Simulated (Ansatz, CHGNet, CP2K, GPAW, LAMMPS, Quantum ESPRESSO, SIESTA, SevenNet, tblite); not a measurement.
# GPAW on free surface of ionic liquid triethylsulfonium formate with water at 340 K (81 atoms): settings against a plane-wave reference, part 2 of 2

Aim: run free surface of ionic liquid triethylsulfonium formate with water at 340 K (81 atoms) in GPAW and see how near its forces come to a plane-wave reference, and at what cost.

Program: GPAW 26.7.0; the method stands at each step. Banners, paths, timers and routine set-up lines are dropped from the logs unmarked, and long logs keep their key lines alone; longer cuts are marked.

So far. Step 3 (PBE, LCAO sz(dzp), h 0.18 Å): Against the first run (41 %), the force difference from the reference is 268 %, at 0.96 times the CPU time (22 SCF steps against 10), with 174 basis functions against 653: the smaller basis costs accuracy. Step 4 (PBE, LCAO dzp, h 0.28 Å): Against the first run (41 %), the force difference from the reference is 107 %, at 0.50 times the CPU time: the grid matters here.

### 5. PBE, LCAO szp(dzp), h 0.18 Å

Method: Kohn-Sham DFT, PBE, PAW, atomic orbitals (szp(dzp)).

run.py reads:

```python
import numpy as np
from ase.io import read
from gpaw import GPAW, FermiDirac

atoms = read("structure.xyz")
atoms.calc = GPAW(
    mode="lcao",
    basis="szp(dzp)",
    h=0.18,
    xc="PBE",
    kpts={"size": (1, 1, 1), "gamma": True},
    occupations=FermiDirac(0.05),
    maxiter=200,
    symmetry={"point_group": False},
    txt="gpaw.txt",
)
energy = atoms.get_potential_energy(force_consistent=True)
forces = atoms.get_forces()
print(f"energy {energy:.6f} eV")
print("forces (eV/A)")
for i, (a, f) in enumerate(zip(atoms, forces)):
    print(f"{i:4d} {a.symbol:2s} {f[0]:10.5f} {f[1]:10.5f} {f[2]:10.5f}")
print(f"Fermi level {atoms.calc.get_fermi_level():.4f} eV")
for k in range(len(atoms.calc.get_ibz_k_points())):
    for s in range(atoms.calc.get_number_of_spins()):
        e = atoms.calc.get_eigenvalues(kpt=k, spin=s)
        n = np.searchsorted(e, atoms.calc.get_fermi_level())
        print(f"k {k} spin {s} levels about the Fermi level:", np.round(e[max(n - 6, 0):n], 4).tolist(), "|", np.round(e[n:n + 6], 4).tolist())
```

structure.xyz reads:

```xyz
81
Lattice="8.57364 0.00000 0.00000 0.00000 8.57364 0.00000 0.00000 0.00000 21.34624" Properties=species:S:1:pos:R:3 pbc="T T T"
[... 81 atom lines left out: the same atoms as in the first run ...]
```

Started as:

```
$ OMP_NUM_THREADS=1 python run.py > output.txt
```

The program printed:

```text
energy -364.834264 eV
forces (eV/A)
   0 C     1.55373    2.14100    0.53330
   1 C     0.03583   -0.23521    1.40811
   2 S    -0.82546    0.20444   -0.48990
   3 C     0.56915   -0.04001    2.14561
   4 C    -0.70125   -0.50521    0.10166
   5 C    -0.43397    0.39129    0.79216
   6 C    -1.65027    1.16419   -1.14754
   7 H    -1.02488    0.93049   -0.91024
   8 H    -0.91215   -2.23910    1.44948
   9 H    -0.56250    0.03004    0.20943
  10 H     0.62352    1.56148   -1.26809
  11 H    -0.30878   -1.68795   -1.39854
[...]
76 O     0.28936    1.81656    1.60804
  77 H     1.02313   -0.36307   -1.67046
  78 O    -3.61759    1.72016    0.34452
  79 H     0.97356   -1.24340    0.59666
  80 H     1.70713    0.30356   -0.93180
Fermi level -0.6910 eV
k 0 spin 0 levels about the Fermi level: [-1.3923, -1.276, -1.2333, -1.0035, -0.989, -0.916] | [-0.4813, -0.3231, -0.1742, -0.1245, 0.2781, 0.643]
```

gpaw.txt:

```text
Input parameters:
  mode=LCAO(),
  basis={'default': 'szp(dzp)'},
  h=0.18,
  kpts=MonkhorstPack(size=(1, 1, 1), gamma=True),
  maxiter=200,
  occupations=Occupations(name='fermi-dirac', width=0.05, fixmagmom=False),
  symmetry=Symmetry(point_group=False),
  xc=XC(name='PBE')
[... lines left out ...]
  Fermi-Dirac:
[... lines left out ...]
convergence criteria:
- Maximum [total energy] change in last 3 cyles: 0.0005 eV / valence electron
[... lines left out ...]
Converged in 14 steps
[... lines left out ...]
  Free energy:    -364.834264
[... lines left out ...]
Fermi level: -0.691
[... lines left out ...]
|          0 |       -21.819 |     2.000 |
|        ... |               |           |
|         89 |        -1.698 |     2.000 |
|         90 |        -1.476 |     2.000 |
[...]
|        104 |         1.903 |     0.000 |
|        ... |               |           |
|        120 |         5.385 |     0.000 |
Gap: 0.435 eV
Transition (v -> c):
  (s=0, k=0, n=96, [0.00, 0.00, 0.00]) -> (s=0, k=0, n=97, [0.00, 0.00, 0.00])
No difference between direct/indirect transitions
Force computation time: 4.486  # s
timing:  # [seconds]
  Total:  48.491  # ━━━━━━━━━━━━━━━━━━━━━━━━━━━━━━━━━━━━━━━━━━━━━━━━━━━━━━━━━
  Init:    6.105  # ━━━━━━━
  SCF:    37.875  # ━━━━━━━━━━━━━━━━━━━━━━━━━━━━━━━━━━━━━━━━━━━━╸
  Forces:  4.486  # ━━━━━╸
```

Run time: 50 s. Hardware: 1 thread of Arm Neoverse V2, shared host; peak memory 1.1 GiB.

Against the reference:

| Quantity | Value |
| --- | --- |
| r.m.s. force component | 1.47 eV/Å |
| r.m.s. difference of force components | 1354 meV/Å |
| longest difference of force vectors | 3883 meV/Å |
| force difference over r.m.s. force | 162.1 % |
| slope of forces against the reference's | 0.7341 |
| correlation of force components | 0.4172 |
| gap (highest filled to lowest empty level) | 0.4347 eV |
| gap difference | -1.55 eV |

This is a coarse setting, run to see what it loses.

Against the first run (41 %), the force difference from the reference is 162 %, at 1.1 times the CPU time (14 SCF steps against 10), with 479 basis functions against 653: the smaller basis costs accuracy.

### 6. The ladder

Differences are against the plane-wave reference, forces as r.m.s. over components; share is that over the reference's r.m.s. force, slope the least-squares factor from reference forces to these. Total energies of different programs have different zeros and aren't compared.

| run | Δ force, r.m.s. (meV/Å) | share (%) | slope | Δ gap (eV) | cores | CPU time | memory (GiB) |
| --- | --- | --- | --- | --- | --- | --- | --- |
| reference | - | - | - | - | 8 | 31 s | 1.3 |
| GPAW PBE, LCAO dzp, h 0.18 Å | 342 | 40.9 | 0.981 | -0.252 | 1 | 44 s | 1.1 |
| GPAW PBE, LCAO sz(dzp), h 0.18 Å (coarse) | 2237 | 268 | 0.492 | -1.59 | 1 | 42 s | 0.9 |
| GPAW PBE, LCAO dzp, h 0.28 Å (coarse) | 893 | 107 | 1.000 | -0.241 | 1 | 22 s | 0.41 |
| GPAW PBE, LCAO szp(dzp), h 0.18 Å (coarse) | 1354 | 162 | 0.734 | -1.55 | 1 | 50 s | 1.1 |

Rows marked coarse were listed beforehand as settings not expected to be converged; some can still land near the reference.

CPU time is summed over cores on a shared host, where runs went side by side, so it is rough. Symmetry, cutoffs, thresholds, outputs and thread counts weren't matched or tuned between programs; memory under MPI is the largest rank's times the ranks.

Within one program, basis, potentials and functional, energies share a zero. Each run against its twin at the usual cutoff or grid and solver:

```
                         run                twin  Δ energy (meV/atom)  Δ force, r.m.s. (meV/Å)  CPU time over the twin's
GPAW PBE, LCAO dzp, h 0.28 Å  LCAO dzp, h 0.18 Å                  250                      847                       0.5
```

### 7. Results

* nearest in forces: GPAW PBE, LCAO dzp, h 0.18 Å, 41 %
* its CPU time: 44 s

The PBE run in local orbitals, coarse settings apart, differs by 41 % (GPAW PBE, LCAO dzp, h 0.18 Å); basis, grid and potentials can all enter, and differences of this size make the forces unusable. Runs with settings chosen to be coarse differ by 107 % (GPAW PBE, LCAO dzp, h 0.28 Å) to 268 % (GPAW PBE, LCAO sz(dzp), h 0.18 Å), their programs' other errors included. None of the electronic-structure runs in the table takes under half the reference's CPU time of 31 s; they take 0.72 to 1.6 times as much. At the same functional, gaps differ from the reference's 1.98 eV by between -1.59 and -0.24 eV. The network of contacts between molecules at the start is that of the classical potential that made the cell, and needn't be the one that DFT or experiment would give. The reference's PBE has no dispersion term, which matters for the binding between molecules or layers. The electronic-structure runs sample only Γ, in a cell whose shortest periodic width is 9 Å.

[Also dropped from logs without a mark: logging warnings of Python, and SIESTA's first energy breakdown and zero terms.]

[Logs are printed without paths, hosts, clocks, repeated set-up lines and the standing remarks that a program may print on its own settings, such as how far it seeks lower states.]

[Hosts, paths, dates, database ids (printed as entryN), source tags and the programs' standing remarks are cut or masked in the printed files.]
